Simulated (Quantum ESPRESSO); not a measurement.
**CrBr2: magnetocrystalline anisotropy**

Aim: the energy of CrBr2 with its moments along several crystal axes.

Calculated with Quantum ESPRESSO 7.5; PBEsol; plane waves with PseudoDojo 0.4.1 SR PBEsol standard potentials, then spin–orbit coupling on the fully relativistic files of the same set.

Most raw output is cut from this account.

### 1. The starting structure

The structure is monoclinic, space group C2/m (No. 12). The conventional cell has a = 7.489 Å, b = 3.662 Å, c = 6.507 Å, α = 90.00°, β = 96.41°, γ = 90.00°. Nearest to Cr lie 6 Br at 2.55 to 3.20 Å. Br has 3 Cr at 2.55 to 3.20 Å nearest. Farther neighbours and most contacts between anions are not listed.

Coordinates:

```cif
data_structure
_symmetry_space_group_name_H-M 'C2/m'
_symmetry_Int_Tables_number 12
_cell_length_a 7.4893
_cell_length_b 3.6621
_cell_length_c 6.5067
_cell_angle_alpha 90.000
_cell_angle_beta 96.414
_cell_angle_gamma 90.000
_cell_volume 177.34
loop_
_atom_site_label
_atom_site_type_symbol
_atom_site_symmetry_multiplicity
_atom_site_Wyckoff_symbol
_atom_site_fract_x
_atom_site_fract_y
_atom_site_fract_z
_atom_site_occupancy
Cr1 Cr 2 a 0.00000 0.00000 0.00000 1
Br1 Br 4 i 0.64577 0.00000 0.23323 1
```

The cell comes from Materials Project 2023-11-01, a database of computed structures, and need not be the stable phase.

### 2. Collinear run on scalar-relativistic files

Input file pw.in:

```
&CONTROL
  calculation = 'scf'
  prefix = 'pwscf'
  outdir = './tmp'
  pseudo_dir = './pseudo'
  disk_io = 'low'
/
&SYSTEM
  ibrav = 0
  celldm(1) = 8
  nat = 3
  ntyp = 2
  ecutwfc = 80
  nbnd = 23
  occupations = 'smearing'
  smearing = 'fd'
  degauss = 0.00367493
  nspin = 2
  starting_magnetization(1) = 0.2143
  starting_magnetization(2) = 0
/
&ELECTRONS
  conv_thr = 6d-11
  electron_maxstep = 150
  mixing_beta = 0.3
/
ATOMIC_SPECIES
Cr     51.9961 Cr.upf
Br     79.9040 Br.upf
CELL_PARAMETERS alat
   0.8845498546720   -0.4325240586408    0.0000000000000
   0.8845498546720    0.4325240586408    0.0000000000000
  -0.1716927205632    0.0000000000000    1.5273583845774
ATOMIC_POSITIONS crystal
Cr      0.0000000000    0.0000000000    0.0000000000
Br      0.6457740000    0.6457740000    0.2332280000
Br      0.3542260000    0.3542260000    0.7667720000
K_POINTS automatic
6 6 6 0 0 0
```

Run with:

```bash
$ OMP_NUM_THREADS=1 mpirun -n 4 pw.x -nk 4 -in pw.in > pw.out
```

Run time: 2.3 min. Hardware: 4 MPI ranks of Arm Neoverse V1, shared host; peak memory 0.77 GiB.

Spin moment in the atom's sphere by atom:

| atom | spin moment in the atom's sphere (μB) |
| --- | --- |
| Cr1 | 3.52 |
| Br2 | -0.03 |
| Br3 | -0.03 |

Numbers from this step:

- smearing term TS: 4.04e-4 eV
- magnetization: 4 μB
- absolute magnetization: 4.229 μB
- final state: ferromagnetic

### 3. One pass along [001] on 8×8×8

Each pass runs in a folder of its own that holds a copy of a collinear save from that input. The collinear spin density is turned to the axis, and its potential is diagonalised once with spin–orbit coupling on fully relativistic PseudoDojo files; the sums over occupied states, with the smearing term, are then compared.

Input file pass.in:

```
&CONTROL
  calculation = 'nscf'
  prefix = 'pwscf'
  outdir = './tmp'
  pseudo_dir = './pseudo_fr'
  disk_io = 'nowf'
/
&SYSTEM
  ibrav = 0
  celldm(1) = 8
  nat = 3
  ntyp = 2
  ecutwfc = 80
  nbnd = 42
  occupations = 'smearing'
  smearing = 'fd'
  degauss = 0.00367493
  noncolin = .true.
  lspinorb = .true.
  lforcet = .true.
  starting_magnetization(1) = 0.2143
  angle1(1) = 6.4138
  angle2(1) = 180
  starting_magnetization(2) = 0
  angle1(2) = 6.4138
  angle2(2) = 180
/
&ELECTRONS
  conv_thr = 6d-11
  electron_maxstep = 150
  mixing_beta = 0.3
  startingpot = 'file'
  startingwfc = 'random'
  diago_thr_init = 1d-09
  diago_full_acc = .true.
/
ATOMIC_SPECIES
Cr     51.9961 Cr.upf
Br     79.9040 Br.upf
CELL_PARAMETERS alat
   0.8845498546720   -0.4325240586408    0.0000000000000
   0.8845498546720    0.4325240586408    0.0000000000000
  -0.1716927205632    0.0000000000000    1.5273583845774
ATOMIC_POSITIONS crystal
Cr      0.0000000000    0.0000000000    0.0000000000
Br      0.6457740000    0.6457740000    0.2332280000
Br      0.3542260000    0.3542260000    0.7667720000
K_POINTS automatic
8 8 8 0 0 0
```

Run with:

```bash
$ OMP_NUM_THREADS=1 mpirun -n 4 pw.x -nk 4 -in pass.in > pass.out
```

Run time: 9.2 min. Hardware: 4 MPI ranks; peak memory 0.54 GiB; 37 min of CPU time.

### 4. One pass along [100] on 8×8×8

pass.in: that of step 3 with these lines changed.

```diff
@@ -21,7 +21,7 @@
   starting_magnetization(1) = 0.2143
-  angle1(1) = 6.4138
-  angle2(1) = 180
+  angle1(1) = 90
+  angle2(1) = 0
   starting_magnetization(2) = 0
-  angle1(2) = 6.4138
-  angle2(2) = 180
+  angle1(2) = 90
+  angle2(2) = 0
 /
```

Run time: 9.1 min. Hardware: 4 MPI ranks; peak memory 0.54 GiB; 37 min of CPU time.

### 5. One pass along [010] on 8×8×8

pass.in: that of step 4 with these lines changed.

```diff
@@ -22,6 +22,6 @@
   angle1(1) = 90
-  angle2(1) = 0
+  angle2(1) = 90
   starting_magnetization(2) = 0
   angle1(2) = 90
-  angle2(2) = 0
+  angle2(2) = 90
 /
```

Elapsed: 9.3 min, on 4 MPI ranks; peak memory 0.54 GiB.

### 6. The smearing term

The sum of energies times occupations is what pw.x prints as eband (for fewer than 100 k points). With Fermi–Dirac smearing the quantity to compare holds −TS as well, computed here from the energies and weights in the run's XML file (meV a cell, from the first axis, mesh 8×8×8):

| axis | plain sum | −TS | free energy |
| --- | --- | --- | --- |
| [001] | 0.0000 | 0.0000 | 0.0000 |
| [100] | 0.0331 | 0.0001 | 0.0333 |
| [010] | 0.0891 | -0.0009 | 0.0882 |

### 7. Anisotropy

A pass yields neither state nor moment: for the force theorem these columns are the collinear run's. Anisotropy, by row:

| way | mesh | axis | state | energy less the first axis' (meV a primitive cell) | largest spin moment (μB) | CPU time (s) |
| --- | --- | --- | --- | --- | --- | --- |
| force theorem | 8x8x8 | [001] | ferromagnetic | 0 | 3.517 | 2197 |
| force theorem | 8x8x8 | [100] | ferromagnetic | 0.03329 | 3.517 | 2191 |
| force theorem | 8x8x8 | [010] | ferromagnetic | 0.08818 | 3.517 | 2233 |

### 8. What came out

```json
{
 "state": "ferromagnetic",
 "largest spin moment": "3.52 μB",
 "easy axis of those tried": "[001]",
 "energy along [100] less [001] (force theorem)": "0.0333 meV a primitive cell, 0.060 MJ/m³"
}
```

What this shows: On 8×8×8 the smearing term changes the differences by under a twentieth of the largest. The moments prefer [001] among the axes tried. One mesh cannot show that the size is converged. At this low symmetry the easy direction need not be one of these axes. Shape anisotropy is not included. The moments were started parallel in the primitive cell; if the crystal orders otherwise, its anisotropy is another. No Hubbard term acts here. In such compounds local and semilocal functionals without one often delocalise the d electrons, and can shrink or lose moments and miss the size, sign and order of the couplings. The cutoff lies under the 94 Ry that these files are usually run at.

[Logs and program files are shortened in this print: banners, set-up blocks, solver, clock and traceback lines can be left out without a mark of their own.]

[Logs are printed without paths, hosts, clocks, repeated set-up lines and the standing remarks that a program may print on its own settings, such as how far it seeks lower states.]

[Hosts, paths, dates, database ids (printed as entryN), source tags and the programs' standing remarks are cut or masked in the printed files.]

[Where a cell is said to come from a database of computed structures, the database is the Materials Project.]
